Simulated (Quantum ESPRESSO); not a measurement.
# MnO2 (Pyrolusite): two couplings from three orders, and a test

Can a spin model with two couplings foretell the energy of a further order of MnO2 (Pyrolusite)?

Main program and level: Quantum ESPRESSO 7.5; PBE with U = 4 eV on Mn d (ortho-atomic projectors); plane waves with GBRV 1.5 PBE potentials, no spin-orbit coupling.

The experiments to compare with:

“Local electronic structure of dilute hydrogen in beta-MnO2” (2024, arxiv:2401.02109) quotes from earlier work for MnO2, rutile (bulk crystal): moment (ordered Mn moment in helical phase) 2.34 μB [Earlier experimental value quoted in discussion; measurement temperature and sample not …].

### 1. The starting structure

It takes space group P4_2/mnm (No. 136, tetragonal). The conventional cell has a = 4.398 Å, b = 4.398 Å, c = 2.873 Å, α = 90.00°, β = 90.00°, γ = 90.00°. Mn has 6 O at 1.88 to 1.90 Å nearest. Nearest to O lie 3 Mn at 1.88 to 1.90 Å. Farther neighbours and most contacts between anions are not listed.

Structure file:

```cif
data_structure
_symmetry_space_group_name_H-M 'P 1'
_symmetry_Int_Tables_number 1
_cell_length_a 4.3983
_cell_length_b 4.3983
_cell_length_c 2.8730
_cell_angle_alpha 90.000
_cell_angle_beta 90.000
_cell_angle_gamma 90.000
_cell_volume 55.58
loop_
_atom_site_label
_atom_site_type_symbol
_atom_site_fract_x
_atom_site_fract_y
_atom_site_fract_z
_atom_site_occupancy
Mn1 Mn 0.00000 0.00000 0.00000 1
Mn2 Mn 0.50000 0.50000 0.50000 1
O3 O 0.30515 0.30515 0.00000 1
O4 O 0.19485 0.80515 0.50000 1
O5 O 0.69485 0.69485 0.00000 1
O6 O 0.80515 0.19485 0.50000 1
```

The cell comes from the Crystallography Open Database.

### 2. The parallel order

All energies count from this run.

The input, pw.in:

```
&CONTROL
  calculation = 'scf'
  prefix = 'pwscf'
  outdir = './tmp'
  pseudo_dir = './pseudo'
  disk_io = 'nowf'
/
&SYSTEM
  ibrav = 0
  celldm(1) = 8
  nat = 6
  ntyp = 2
  ecutwfc = 40
  ecutrho = 280
  nbnd = 42
  occupations = 'smearing'
  smearing = 'fd'
  degauss = 0.00367493
  nspin = 2
  starting_magnetization(1) = 0.3
  starting_magnetization(2) = 0
/
&ELECTRONS
  conv_thr = 1.2d-08
  electron_maxstep = 150
  mixing_beta = 0.3
/
ATOMIC_SPECIES
Mn     54.9380 mn_pbe_v1.5.uspp.F.UPF
O      15.9990 o_pbe_v1.2.uspp.F.UPF
CELL_PARAMETERS alat
   1.0389478017427    0.0000000000000    0.0000000000000
   0.0000000000000    1.0389478017427    0.0000000000000
   0.0000000000000    0.0000000000000    0.6786478945062
ATOMIC_POSITIONS crystal
Mn      0.0000000000    0.0000000000    0.0000000000
Mn      0.5000000000    0.5000000000    0.5000000000
O       0.3051500000    0.3051500000    0.0000000000
O       0.1948500000    0.8051500000    0.5000000000
O       0.6948500000    0.6948500000    0.0000000000
O       0.8051500000    0.1948500000    0.5000000000
K_POINTS automatic
8 8 8 0 0 0
HUBBARD {ortho-atomic}
U Mn-3d 4.0000
```

Launch:

```
$ OMP_NUM_THREADS=1 mpirun -n 4 pw.x -nk 4 -in pw.in > pw.out
```

Output:

```text
Program PWSCF v.7.5 starts
     [... lines left out ...]
     number of atoms/cell      =            6
     [... lines left out ...]
     number of electrons       =        54.00
     number of Kohn-Sham states=           42
     kinetic-energy cutoff     =      40.0000  Ry
     charge density cutoff     =     280.0000  Ry
     scf convergence threshold =      1.2E-08
     [... lines left out ...]
     16 Sym. Ops., with inversion, found ( 8 have fractional translation)
     [... lines left out ...]
     number of k points=    75  Fermi-Dirac smearing, width (Ry)=  0.0037
     [... lines left out ...]
     iteration # 15     ecut=    40.00 Ry     beta= 0.30
     [... lines left out ...]
     Magnetic moment per site  (integrated on atomic sphere of radius R)
     atom   1 (R=0.183)  charge= 11.6192  magn=  2.7079
     atom   2 (R=0.183)  charge= 11.6192  magn=  2.7079
     atom   3 (R=0.183)  charge=  5.2404  magn= -0.0650
     atom   4 (R=0.183)  charge=  5.2404  magn= -0.0650
     atom   5 (R=0.183)  charge=  5.2404  magn= -0.0650
     atom   6 (R=0.183)  charge=  5.2404  magn= -0.0650
     [... lines left out ...]
     Tr[ns(  1)] (up, down, total) =   4.05441  0.94043  4.99484
     [... lines left out ...]
     Tr[ns(  2)] (up, down, total) =   4.05441  0.94043  4.99484
     [... lines left out ...]
     the Fermi energy is    10.4727 ev
!    total energy              =    -551.36549226 Ry
     estimated scf accuracy    <          4.9E-09 Ry
     smearing contrib. (-TS)   =      -0.00034171 Ry
     [... lines left out ...]
     total magnetization       =     6.03 Bohr mag/cell
     absolute magnetization    =     6.91 Bohr mag/cell
     convergence has been achieved in  15 iterations
   JOB DONE.
```

It took 67 s on 4 MPI ranks of Intel Xeon Platinum 8259CL at 2.50GHz (Skylake/Cascade Lake), shared host; peak memory 0.57 GiB; 4.5 min of CPU time.

Spin moment in the atom's sphere by atom:

| atom | spin moment in the atom's sphere (μB) |
| --- | --- |
| Mn1 | 2.71 |
| Mn2 | 2.71 |
| O3 | -0.07 |
| O4 | -0.07 |
| O5 | -0.07 |
| O6 | -0.07 |

Read from the output:

```yaml
smearing_term_ts: 0.004649 eV
magnetization: 6.03 μB
absolute_magnetization: 6.915 μB
final_state: ferromagnetic
```

### 3. The orders used for the fit

The other orders were run with the same settings, on meshes that hold the same points. Free energies are divided by the number of Mn atoms; q is in fractions of the reciprocal vectors of the first run's cell.

| order | atoms | mesh | free energy (eV) | eV per Mn | largest moment (μB) |
| --- | --- | --- | --- | --- | --- |
| F ++ | 6 | 8×8×8 | -7501.7097 | -3750.8548 | 2.71 |
| AF +- | 6 | 8×8×8 | -7501.7403 | -3750.8701 | 2.61 |
| AF q=(0,0,1/2) +-+- | 12 | 8×8×4 | -15003.4556 | -3750.8639 | 2.60 |

### 4. Counting neighbours

With E = −Σ J e_i·e_j over ordered pairs of unit vectors, turning a neighbour from parallel to opposed costs 2J a Mn atom. So an order lies 2 Σ n J over the parallel one, n being the opposed neighbours in each shell.

| shell | distance (Å) | neighbours | opposed in AF +- | opposed in AF q=(0,1/2,0) +-+- | opposed in AF q=(0,0,1/2) +-+- | opposed in AF q=(1/2,1/2,0) +-+- | opposed in AF q=(0,1/2,1/2) +-+- |
| --- | --- | --- | --- | --- | --- | --- | --- |
| J1 | 2.87 | 2 | 0 | 0 | 2 | 0 | 2 |
| J2 | 3.43 | 8 | 8 | 4 | 4 | 4 | 4 |
| J3 | 4.40 | 4 | 0 | 2 | 0 | 4 | 2 |

Only J1 and J2 are kept.

### 5. Solving

```
2 × 8 × J2 = -15.3 meV    (AF +-)
2 × 2 × J1 + 2 × 4 × J2 = -9.1 meV    (AF q=(0,0,1/2) +-+-)
J1 = -0.36 meV
J2 = -0.96 meV
```

### 6. The test

The couplings now give the orders that were left out:

```
2 × 4 × (-0.96) = -7.7 meV    (AF q=(0,1/2,0) +-+-)
2 × 4 × (-0.96) = -7.7 meV    (AF q=(1/2,1/2,0) +-+-)
2 × 2 × (-0.36) + 2 × 4 × (-0.96) = -9.1 meV    (AF q=(0,1/2,1/2) +-+-)
```

The runs themselves:

| order | atoms | mesh | free energy (eV) | eV per Mn | largest moment (μB) | over the parallel order (meV) | foretold (meV) |
| --- | --- | --- | --- | --- | --- | --- | --- |
| AF q=(0,1/2,0) +-+- | 12 | 8×4×8 | -15003.4669 | -3750.8667 | 2.64 | -11.9 | -7.7 |
| AF q=(1/2,1/2,0) +-+- | 12 | 4×8×8 | -15003.4589 | -3750.8647 | 2.66 | -9.9 | -7.7 |
| AF q=(0,1/2,1/2) +-+- | 12 | 8×4×8 | -15003.4859 | -3750.8715 | 2.61 | -16.6 | -9.1 |

### 7. Summary of results

```yaml
j1_mn_mn_at_2p87_a: -0.36 meV
j2_mn_mn_at_3p43_a: -0.96 meV
largest_miss_on_the_orders_left_out: 7.5 meV
```

In words: The model misses the 3 orders left out by 7.5 meV at most, 45 % of the largest energy difference, so it fails: these couplings alone don't describe the crystal. The largest moment changes by 3.9 % between the orders. Shells that were dropped are folded into the couplings or show in the miss. A computed site moment is spin alone and hangs on the region that is counted: the program's spheres do not touch and miss the tail of the moment. Measured moments hold any orbital part as well, and belong to the order of the sample, which need not be the order of this run.

Computed beside measured:

| quantity | measured | in the sphere | projected shell |
| --- | --- | --- | --- |
| moment (Mn) (μB) | 2.34 | 2.61 (+11.7 %) | 3.00 (+28.2 %) |

Measured values from arxiv:2401.02109 (2024).

How well it matches: For the moment, of the levels listed nearest comes in the sphere (+11.7 %) and farthest projected shell (+28.2 %). No cell relaxation is part of this session.

[Logs and program files are shortened in this print: banners, set-up blocks, solver, clock and traceback lines can be left out without a mark of their own.]

[Logs are printed without paths, hosts, clocks, repeated set-up lines and the standing remarks that a program may print on its own settings, such as how far it seeks lower states.]

[Hosts, paths, dates, database ids (printed as entryN), source tags and the programs' standing remarks are cut or masked in the printed files.]

[Where a cell is said to come from a database of computed structures, the database is the Materials Project.]
